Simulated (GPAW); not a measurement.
# Screening of a field by a 7-layer slab of Cd(0001), part 2 of 2

Aim: the dipole that a field along the normal induces in a 7-layer slab of Cd(0001).

GPAW 26.7.0; GPAW, PAW setups; slab in vacuum, relaxation (the session's first sound run).

So far. Step 4 (Field on): The dipole is now -0.175 e Å, against -5.3e-4 in the run without a field. Step 5 (In a field): The dipole is now -0.0873 e Å, against -5.3e-4 in the run without a field.

**7. In a field (continued)**

The electrostatic potential energy of an electron (without an applied field's), less the Fermi level, planar mean oscillates, so the rows of the table below give means over windows of 2.91 Å about each position, cut where the curve ends. Its maxima inside the range that stand out by 2 % of the span (Å: eV): 10.4: 1.46, 13.2: 1.29, 16.0: 1.57, 19.0: 1.46, 21.9: 1.29, 24.9: 1.13. Its minima: 9.0: -21.9, 11.8: -22.3, 14.6: -22.4, 17.5: -22.6, 20.4: -22.5, 23.5: -22.6, 26.4: -22.6.

Table of electrostatic potential energy of an electron (without an applied field's), less the Fermi level, planar mean by z; means over each step:

z (Å), electrostatic potential energy of an electron (without an applied field's), less the Fermi level, planar mean (eV) and a bar from the least value:
```
     1.46        4.2 ##############################
     4.37        4.3 ##############################
     7.28        0.9 ######################
    10.19       -7.8 #
    13.10       -8.1 
    16.01       -7.2 ##
    18.91       -7.3 ##
    21.83       -7.5 #
    24.73       -7.7 #
    27.65       -3.4 ###########
    30.55        3.2 ###########################
    33.47        3.2 ############################
```

**8. In a field**

Contents of run.py:

```python
import json
import numpy as np
from ase import Atoms
from gpaw import GPAW, PW
from gpaw.external import ConstantElectricField

slab = Atoms(
    ['Cd', 'Cd', 'Cd', 'Cd', 'Cd', 'Cd', 'Cd'],
    positions=[
        [0.00000, 0.00000, 9.00000],
        [2.98000, 1.72050, 11.81014],
        [0.00000, 0.00000, 14.62028],
        [2.98000, 1.72050, 17.55207],
        [-0.00000, 0.00000, 20.48765],
        [2.98000, 1.72050, 23.41173],
        [-0.00000, 0.00000, 26.31909]],
    cell=[[2.98, 0.0, 0.0], [1.49, 2.58076, 0.0], [0.0, 0.0, 34.86084]],
    pbc=[True, True, False])

slab.calc = GPAW(mode=PW(400), xc='PBE', kpts={'size': (12, 12, 1), 'gamma': True},
                 occupations={'name': 'fermi-dirac', 'width': 0.1}, nbands='160%',
                 convergence={'density': 1e-05}, maxiter=200,
                 poissonsolver={'dipolelayer': 'xy'},
                 external=ConstantElectricField(0.1, [0, 0, 1]),
                 symmetry={'tolerance': 1e-3}, txt='slab.txt')
result = {}
energy = slab.get_potential_energy()
fermi = slab.calc.get_fermi_level()
v = slab.calc.get_electrostatic_potential().mean((0, 1)) - fermi
n = slab.calc.get_pseudo_density().mean((0, 1))
L = slab.cell[2, 2]
z = np.arange(len(v)) * L / len(v)
low, high = slab.positions[:, 2].min(), slab.positions[:, 2].max()
below, above = np.interp([low - 6.8, high + 6.8], z, v)
slopes = [np.interp(x, z, np.gradient(v, z)) for x in (low - 6.8, high + 6.8)]
eps = np.array([[slab.calc.get_eigenvalues(k, s) for k in range(len(slab.calc.get_ibz_k_points()))]
                for s in range(slab.calc.get_number_of_spins())]) - fermi
top, bottom = eps[eps < 0].max(), eps[eps > 0].min()
dipole = slab.get_dipole_moment()[2]
print(f'energy {energy:.4f} eV, Fermi level {fermi:.4f} eV, dipole {dipole:.5f} e A')
print(f'potential 6.8 A off the faces, from the Fermi level: lower {below:.4f} eV, upper {above:.4f} eV')
print(f'slope of the potential there: lower {slopes[0]:.5f}, upper {slopes[1]:.5f} eV/A')
print(f'nearest levels on the mesh: {top:.4f} and {bottom:.4f} eV')
print('magnetic moment', round(slab.get_magnetic_moment(), 3))
result.update(energy=energy, fermi=fermi, dipole=dipole, below=below, above=above, slopes=slopes, edges=[top, bottom],
              z=z.tolist(), v=v.tolist(), n=n.tolist(), positions=slab.positions.tolist(),
              forces=slab.get_forces(apply_constraint=False).tolist(), moments=slab.get_magnetic_moments().tolist())
json.dump(result, open('result.json', 'w'))
```

On the command line:

```sh
$ OMP_NUM_THREADS=1 OPENBLAS_NUM_THREADS=1 python run.py
```

Wall time 5.2 min (1 thread of Intel Xeon 6975P-C (Granite Rapids), shared host); peak memory 0.74 GiB.

The dipole is now 0.0884 e Å, against -5.3e-4 in the run without a field.

**9. Field on**

run.py: that of step 8 with these lines changed.

```diff
@@ -23,3 +23,3 @@
                  poissonsolver={'dipolelayer': 'xy'},
-                 external=ConstantElectricField(0.1, [0, 0, 1]),
+                 external=ConstantElectricField(0.2, [0, 0, 1]),
                  symmetry={'tolerance': 1e-3}, txt='slab.txt')
```

Run time: 6 min. Hardware: 1 thread; peak memory 0.72 GiB.

The dipole is now 0.176 e Å, against -5.3e-4 in the run without a field.

**10. Field on**

run.py: that of step 9 with these lines changed.

```diff
@@ -23,3 +23,3 @@
                  poissonsolver={'dipolelayer': 'xy'},
-                 external=ConstantElectricField(0.2, [0, 0, 1]),
+                 external=ConstantElectricField(0.3, [0, 0, 1]),
                  symmetry={'tolerance': 1e-3}, txt='slab.txt')
```

Elapsed: 7.4 min, on 1 thread; peak memory 0.73 GiB.

The electrostatic potential energy of an electron (without an applied field's), less the Fermi level, planar mean oscillates, so the rows of the table below give means over windows of 2.91 Å about each position, cut where the curve ends. Its maxima inside the range that stand out by 2 % of the span (Å: eV): 0.5: 6.82, 10.4: 3.21, 13.2: 2.34, 16.0: 1.92, 19.0: 1.06, 21.9: 0.162, 24.9: -0.727. Its minima: 9.0: -19.8, 11.8: -20.9, 14.6: -21.7, 17.5: -22.6, 20.4: -23.3, 23.5: -24.2, 26.4: -24.9.

Electrostatic potential energy of an electron (without an applied field's), less the Fermi level, planar mean against z; means over each step:

| z (Å) | electrostatic potential energy of an electron (without an applied field's), less the Fermi level, planar mean (eV) |
| --- | --- |
| 1.46 | 6.62 |
| 4.37 | 6.81 |
| 7.28 | 3.33 |
| 10.19 | -5.99 |
| 13.10 | -7.02 |
| 16.01 | -6.83 |
| 18.91 | -7.65 |
| 21.83 | -8.60 |
| 24.73 | -9.55 |
| 27.65 | -5.91 |
| 30.55 | 0.598 |
| 33.47 | 0.713 |

The dipole is now 0.264 e Å, against -5.3e-4 in the run without a field.

**11. The series**

The members are put on one axis.

This step: induced dipole against applied field (GPAW 26.7.0).

The dipole along the normal by field:

| field (V/Å) | dipole along the normal (e·Å) |
| --- | --- |
| -0.200 | -0.175 |
| -0.100 | -0.0873 |
| -0.050 | -0.0433 |
| 0.000 | -5.3e-4 |
| 0.050 | 0.0445 |
| 0.100 | 0.0884 |
| 0.200 | 0.176 |
| 0.300 | 0.264 |

**12. What came out**

| Quantity | Value |
| --- | --- |
| work function, upper and lower face | 3.757 and 3.771 eV |
| dipole along the normal | -5.3e-4 e Å, near the numerical noise |
| induced dipole per field | 0.878 e Å per V/Å |
| out-of-plane polarisability per area, α/(ε0 A) | 20.7 Å |

In words: The field induces 0.878 e Å per V/Å, a polarisable thickness α/(ε0 A) of 20.7 Å beside 17.3 Å between the outermost nuclei. A perfect conductor would give the distance between its two image planes; a dielectric of thickness t gives t(1 - 1/ε). The measured value for polycrystalline Cd, which weights the faces of low work function, is 4.08 eV (as compiled in "Anisotropic work function of elemental crystals", 2019, arxiv:1902.07811); the relaxed upper face lies 0.32 eV under it with PBE. Measured work functions scatter by a tenth of an eV or more between methods. The induced dipole is linear in the field over this range. The small printed dipole stands for a step of 13 meV from the lower to the upper face, and the probes find -15 meV; values this small are near the numerical noise of both. The in-plane lattice was kept as typed, which isn't the functional's own and leaves some strain; spin-orbit coupling and temperature are left out.

[Logs are printed without paths, hosts, clocks, repeated set-up lines and the standing remarks that a program may print on its own settings, such as how far it seeks lower states.]

[Hosts, paths, dates, database ids (printed as entryN), source tags and the programs' standing remarks are cut or masked in the printed files.]
